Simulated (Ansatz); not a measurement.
**Sensitivity of the G0W0 gap of BaCu2SnS4 (P3_121)**

A base run on BaCu2SnS4 (P3_121), then changed inputs.

Method: G0W0 on r2SCAN, plane waves, PAW, in Ansatz 0.2.0.

In doubt: one-shot GW on d or f shells is unsure, so the values of those runs are not to be relied on.

### 1. Set-up

The structure is trigonal, space group P3_121 (No. 152). The conventional cell has a = 6.437 Å, b = 6.437 Å, c = 15.831 Å, α = 90.00°, β = 90.00°, γ = 120.00°. Nearest to Ba lie 8 S at 3.23 to 3.34 Å. Nearest to Cu lie 4 S at 2.33 to 2.39 Å. Sn has 4 S at 2.45 to 2.46 Å nearest. Nearest to S lie 2 Cu at 2.33 to 2.37 Å and 1 Sn at 2.46 Å and 2 Ba at 3.23 to 3.24 Å. Nearest to S lie 2 Cu at 2.33 to 2.39 Å and 1 Sn at 2.45 Å and 2 Ba at 3.26 to 3.34 Å. Farther neighbours and most contacts between anions are not listed.

The cell and positions are those that the Materials Project relaxed with its own functionals (PBE, PBE+U or r2SCAN), kept fixed. Spin-orbit coupling is left out unless a step names it. The default PAW set here is soft_2. Its files were made with PBE.

### 2. The base run: 3×3×2 mesh, 691 empty bands, screening to 66 eV

Now the one-shot GW correction: screening in the RPA, then the self-energy of the levels asked for.

Contents of input.yaml:

```yaml
crystal:
  lattice:
    - [6.4365004231, 0.0, 0.0]
    - [-3.2182502115, 5.5741728779, 0.0]
    - [0.0, 0.0, 15.830995]
  atoms:
    - { symbol: Ba, position: [0.426402, 0.426402, 0.5] }
    - { symbol: Ba, position: [0.0, 0.573598, 0.16666667] }
    - { symbol: Ba, position: [0.573598, 0.0, 0.83333333] }
    - { symbol: Cu, position: [0.369782, 0.43384, 0.745199] }
    - { symbol: Cu, position: [0.935942, 0.56616, 0.92146767] }
    - { symbol: Cu, position: [0.43384, 0.369782, 0.254801] }
    - { symbol: Cu, position: [0.064058, 0.630218, 0.41186567] }
    - { symbol: Cu, position: [0.56616, 0.935942, 0.07853233] }
    - { symbol: Cu, position: [0.630218, 0.064058, 0.58813433] }
    - { symbol: Sn, position: [0.704992, 0.0, 0.33333333] }
    - { symbol: Sn, position: [0.0, 0.704992, 0.66666667] }
    - { symbol: Sn, position: [0.295008, 0.295008, 0.0] }
    - { symbol: S, position: [0.765195, 0.65191, 0.335819] }
    - { symbol: S, position: [0.886715, 0.234805, 0.00248567] }
    - { symbol: S, position: [0.34809, 0.113285, 0.66915233] }
    - { symbol: S, position: [0.113285, 0.34809, 0.33084767] }
    - { symbol: S, position: [0.234805, 0.886715, 0.99751433] }
    - { symbol: S, position: [0.65191, 0.765195, 0.664181] }
    - { symbol: S, position: [0.939587, 0.440447, 0.54641] }
    - { symbol: S, position: [0.50086, 0.060413, 0.21307667] }
    - { symbol: S, position: [0.060413, 0.50086, 0.78692333] }
    - { symbol: S, position: [0.440447, 0.939587, 0.45359] }
    - { symbol: S, position: [0.49914, 0.559553, 0.12025667] }
    - { symbol: S, position: [0.559553, 0.49914, 0.87974333] }
kpoints:
  mp_grid: { grid: [3, 3, 2] }
hamiltonian:
  xc: r2scan
scf:
  occupations: { method: fixed }
gw:
  n_empty_bands: 691
  ecut_chi: 66
  qp_bands: [v2, c2]
  qp_kpoints: band_edges
  screening: { model: contour_deformation }
```

Launch:

```
ansatz run input.yaml --threads 32 --pin off --max-ram 129024MiB --backend cuda --events-out ev --progress --plain --runs-dir out --devices 1 --max-vram 157GiB  # rebuilt from the run's record
```

Numbers of over 12 decimals in the logs are rounded to 6 here.

The log of the run:

```text
GPUs: using 1 of 1 available (devices: 1).
Engine: ansatz 0.2.0, aarch64-unknown-linux-gnu
Pseudopotentials: kind: paw
Pseudopotential: Ba, paw, valence charge 10, recommended cutoff 500 eV (meta_gga), Ba.paw.azcp
Pseudopotential: Cu, paw, valence charge 19, recommended cutoff 500 eV (meta_gga), Cu.paw.azcp
Pseudopotential: Sn, paw, valence charge 14, recommended cutoff 500 eV (meta_gga), Sn.paw.azcp
Pseudopotential: S, paw, valence charge 6, recommended cutoff 500 eV (meta_gga), S.paw.azcp
Functional definition: r2SCAN
  parameter k0 = 0.174
  parameter k1 = 0.065
  parameter a1 = 4.9479
  exchange = r2scan_x(k0 = k0, k1 = k1, a1 = a1)
  correlation = r2scan_c
device memory: the entry about to start is reckoned to put 9.8 GiB on a device that reports 182.5 GiB free (of which the cap on the GPU budget leaves the run 157.0 GiB)
GPU FFT provider: cuFFT
GPU libraries: cuBLAS 13.8.1, cuFFT 12.4.0, cuSOLVER 12.3.2
GPU matrix products: emulated (plane waves: as basis.precision tells), large ones in fixed point in workspaces of 1.00 GiB
Crystal: 24 atoms, lattice volume = 567.987 Å³
Basis set: ecut = 500 eV, 14439 PW (Γ), exchange–correlation on 192×192×480 points (64 copies of the dense FFT grid, shifted against one another)
Bands: 155, of which v1, the nominal top of the filled ones, is band 129 counted from 1 (128 counted from 0)
Symmetry: 6 space group operations
Space group: P3121 (ITA 152), of the structure as read, at distance tolerance 8.3e-5 Å
k-points: 6 of 18 (time reversal used)
Non-local potential: Ba, projectors of the file, l = 0: 3, l = 1: 2, l = 2: 2, l = 3: 2
Non-local potential: Cu, projectors of the file, l = 0: 3, l = 1: 2, l = 2: 3, l = 3: 1
Non-local potential: Sn, projectors of the file, l = 0: 2, l = 1: 2, l = 2: 2, l = 3: 2
Non-local potential: S, projectors of the file, l = 0: 2, l = 1: 2, l = 2: 2
PAW form: soft (Blöchl's): semilocal exchange-correlation on the pseudo side does not see the compensation charge
PAW frozen core: Ba, regenerated for the run's functional (the file was generated under x = pbe(κ = 0.804, μ = 0.219515), c = pbe(β = 0.066725))
PAW frozen core: Cu, regenerated for the run's functional (the file was generated under x = pbe(κ = 0.804, μ = 0.219515), c = pbe(β = 0.066725))
PAW frozen core: Sn, regenerated for the run's functional (the file was generated under x = pbe(κ = 0.804, μ = 0.219515), c = pbe(β = 0.066725))
PAW frozen core: S, regenerated for the run's functional (the file was generated under x = pbe(κ = 0.804, μ = 0.219515), c = pbe(β = 0.066725))
PAW one-centre angular grid: Ba, 302 points (default); XC on 160 Gauss nodes
PAW one-centre angular grid: Cu, 590 points (default); XC on 160 Gauss nodes
PAW one-centre angular grid: Sn, 590 points (default); XC on 249 of its mesh's 2787 points in the sphere
[...]
E_paw        = -45681.172809  (= ΣΔE_a)
  E_vpaw       = -4323.097832  (= ΣTr[D̂ρ^β])
  E_aug_tail   = 0.000902  (compensation charges beyond the density's cutoff)
  E_vtau       = 145.681832  (kinetic-family band-sum trace: ∫τ·v_τ [+ j·A + Jᵃ·Aᵃ] dr)
  E_ewald      = -21183.010994
  E_core_change = -0.706642  (= ΣΔE_core)
  E_smearing   = -0.000000  (= −TS)
  E_closure    = -0.000000  (closes the sum)
  Σ components = -86689.669936   (vs F -86689.669936, Δ=0.00e0)
--- Band table (eV; the first three rows and the last of 6) ---
[... rows of the band table ...]
--- G₀W₀: contour deformation, 8 samples at zero and on the imaginary axis and 1 off it, 18 q-points, 691 empty bands' worth ---
  eigenvalues of the whole cell's RPA ε∞ on this k-mesh (on a slab, of 1 + 4πα/V) = 8.4194, 11.4032, 11.4032; static W/v taken at q = 0 is 0.087203
  bands read: the sum over 820 bands ends inside a degenerate multiplet in 2 slots, whose members it reads at an even weight; the widest, k=4: bands 820 to 821 (counted from 1) at 1/2 each
  gw.qp_kpoints: band_edges: 6 of 6 stored k-points solved, in 1 pass; an edge of the gap read off the rows below is read off those points alone
  `?` marks the rows in doubt; gw_qp.tsv's column doubts and the gw_qp event give each row's grounds
    ik  band        ε_KS         Σx   Σc(E_QP)       V_xc       Z   E_QP_lin       E_QP  E_QP is
     0   128      7.5731   -33.4678     5.0020   -28.3771  0.6720     7.4839     7.4844  root
     0   129      7.5731   -33.4678     5.0020   -28.3771  0.6720     7.4839     7.4844  root
     0   130      8.2136   -10.9762    -3.0615   -14.4415  0.7453     8.6358     8.6174  root
     0   131      9.1428   -13.4497    -2.9854   -16.9281  0.7243     9.6755     9.6358  root ?
     1   128      7.4583   -33.9491     5.2034   -28.6433  0.6679     7.3552     7.3559  root
     1   129      7.5495   -32.7553     4.9012   -27.7550  0.6731     7.4497     7.4504  root
     1   130      8.7160   -13.3403    -2.6812   -16.4544  0.7310     9.1726     9.1488  root
     1   131      8.7160   -13.3403    -2.6812   -16.4544  0.7310     9.1726     9.1488  root
     2   128      7.1850   -33.8498     5.4376   -28.2817  0.6601     7.0531     7.0545  root
[...]
2   130      8.9785   -13.9181    -2.7799   -17.1863  0.7265     9.5039     9.4668  root ?
     2   131      9.0545   -13.4198    -2.9646   -16.8847  0.7273     9.5962     9.5548  root ?
[...]
3   130      8.9992   -14.1450    -2.7669   -17.4027  0.7259     9.5279     9.4901  root ?
     3   131      9.0461   -13.4907    -2.9138   -16.9018  0.7265     9.5838     9.5435  root ?
     4   128      7.1883   -34.0100     5.4955   -28.3810  0.6594     7.0534     7.0548  root
     4   129      7.1883   -34.0100     5.4955   -28.3810  0.6594     7.0534     7.0548  root
     4   130      8.7680   -13.4150    -2.8168   -16.7032  0.7332     9.2713     9.2394  root ?
     4   131      9.1731   -13.3815    -3.0413   -16.9324  0.7244     9.7281     9.6827  root ?
     5   128      7.2083   -34.6279     5.6269   -28.8642  0.6579     7.0700     7.0716  root
     5   129      7.2083   -34.6279     5.6269   -28.8642  0.6579     7.0700     7.0716  root
     5   130      8.8969   -13.4987    -2.8696   -16.8532  0.7304     9.4179     9.3819  root ?
     5   131      8.8969   -13.4987    -2.8696   -16.8532  0.7304     9.4179     9.3819  root ?
[key lines of the parts left out:]
SCF converged after 9 iterations
Free energy (F): -86689.669936 eV
Fermi energy:    7.573147 eV
```

Run time: 19 s. Hardware: 1 × NVIDIA GB200 with 32 threads of Arm Neoverse V2, shared host; peak memory 5.3 GiB.

Numbers from this step:

| Item | Value |
| --- | --- |
| bands summed | 820 |
| RPA ε∞ on this mesh (eigenvalues) | 8.419, 11.40, 11.40 |
| plane waves in the screening matrix | 723 |
| q-points in the mesh | 18 |
| G0W0 gap on the mesh | 1.133 eV |
| k of the valence top | 0, 0, 0 |
| k of the conduction bottom | 0, 0, 0 |
| starting gap on the mesh | 0.6405 eV |
| Z at the valence top | 0.6720 |
| Z at the conduction bottom | 0.7453 |
| least direct G0W0 gap on the computed points | 1.133 eV |

The gap on the mesh goes from 0.64 eV to 1.13 eV, a correction of +0.49 eV. Between the two edge states, bare exchange in place of the xc potential would open the gap by 8.56 eV, and correlation takes back 8.06 eV.

### 3. Variant: other PAW set

input.yaml, as its differences from that of step 2:

```diff
@@ -34,2 +34,3 @@
   xc: r2scan
+  pseudopotentials: { kind: paw, source: jth }
 scf:
@@ -37,4 +38,4 @@
 gw:
-  n_empty_bands: 691
-  ecut_chi: 66
+  n_empty_bands: 1289
+  ecut_chi: 100
   qp_bands: [v2, c2]
```

The log of the run:

```text
Warning: <dir> the checks of this Ba dataset prove no rule for summing its radial tables, as where they were carried onto another mesh than they were made on, and Gregory's rule is taken, under which a leading mesh point left out moves its sums only by what lay on the interval it spanned. That does not make them correct, and they differ from Quantum ESPRESSO's on this file; a re-export a fraction of a mesh step off can move them. hamiltonian.pseudopotentials.radial_quadrature: simpson_from_first_knot sums it by `pw.x`'s rule; on a PAW file no value gives `pw.x`'s numbers. What more to know: hamiltonian.pseudopotentials.radial_quadrature, in the input reference
Warning: <dir> the checks of this Cu dataset prove no rule for summing its radial tables, as where they were carried onto another mesh than they were made on, and Gregory's rule is taken, under which a leading mesh point left out moves its sums only by what lay on the interval it spanned. That does not make them correct, and they differ from Quantum ESPRESSO's on this file; a re-export a fraction of a mesh step off can move them. hamiltonian.pseudopotentials.radial_quadrature: simpson_from_first_knot sums it by `pw.x`'s rule; on a PAW file no value gives `pw.x`'s numbers. What more to know: hamiltonian.pseudopotentials.radial_quadrature, in the input reference
[...]
GPUs: using 1 of 1 available (devices: 1).
[... 2 set-up lines as in the run before ...]
Pseudopotential: Ba, paw, valence charge 10, recommended cutoff 660 eV (normal), Ba.paw.azcp
Pseudopotential: Cu, paw, valence charge 19, recommended cutoff 1350 eV (normal), Cu.paw.azcp
Pseudopotential: Sn, paw, valence charge 14, recommended cutoff 6600 eV (normal), Sn.paw.azcp
Pseudopotential: S, paw, valence charge 6, recommended cutoff 780 eV (normal), S.paw.azcp
[... 6 set-up lines as in the run before ...]
Error: memory limit exceeded: the `cold-start seed` phase of `gw bands` needs 131.95 GiB against the run's memory maximum of 126.00 GiB; largest carriers: wavefunctions 87.99 GiB, source scf tables 36.91 GiB, trial-orbital tables 3.63 GiB, unmodelled-tail allowance 1.12 GiB, GPU driver and libraries 0.83 GiB; this run sums exchange and correlation above basis.xc_grid: 1 (its plan line states the level, which a resume [...]
with nothing else changed it takes a maximum of at least 131.95 GiB, with nothing to spare, and 145.15 GiB leaves up to a tenth: --max-ram 145.15GiB where that set the maximum, else more of the term that did, and with no share typed, where 145.15 GiB is over 0.88 of the host's memory or its container's limit, a share of 0.88 or more that holds the maximum too (--max-ram-frac F), where one does; The budget is ten elev [...]
`gw bands` follows the SCF: where the deck gives it k-points, a mesh or a band count of its own, those are what to reduce (not on a resume, whose deck is fixed)
```

Run time: 3.1 s. Hardware: 32 threads; peak memory 1 GiB.

Against the base:

```csv
setting,base,variant
files,default PAW,JTH PAW
empty bands,691,1289
screening cutoff (eV),66,100
```

The program refused the input before any cycle.

The program's message: “Error: memory limit exceeded: the `cold-start seed` phase of `gw bands` needs 131.95 GiB against the run's memory maximum of 126.00 GiB; largest carriers: wavefunctions 87.99 GiB, source scf tables 36 …”

### 4. Results

```json
{
 "base": "1.13 eV, 19 s",
 "other PAW set": "refused, 3.1 s"
}
```

**Reading.** Other PAW set: the run ended as refused. All runs here use a coarse mesh and modest cutoffs; they test settings and are not final values. The 3×3×2 mesh is coarse for this cell (its supercell is 19 Å along the shortest edge). The RPA ε∞ on it, from the r2SCAN start, is 8.42 and 11.40; such meshes misread the long-range screening, most where the gap is narrow. A d shell, filled or nearly so, lies near the gap. One-shot GW converges very slowly in bands there, not always from below, and on a semilocal start the gap tends to come out low; starts rich in exact exchange can overshoot instead. The many-body steps are scalar-relativistic: spin-orbit coupling is not in them.

[Paths, hosts, dates, memory and timing lines, banners, echoed tables and standing remarks are left out of the program output.]

[Logs are printed without paths, hosts, clocks, repeated set-up lines and the standing remarks that a program may print on its own settings, such as how far it seeks lower states.]

[Runs of the session that timed out or met a known fault of the program may be left out.]

[Cells called generated may have been cut or substituted from an entry of the Crystallography Open Database or the Materials Project.]

[Hosts, paths, dates, database ids (printed as entryN), source tags and the programs' standing remarks are cut or masked in the printed files.]
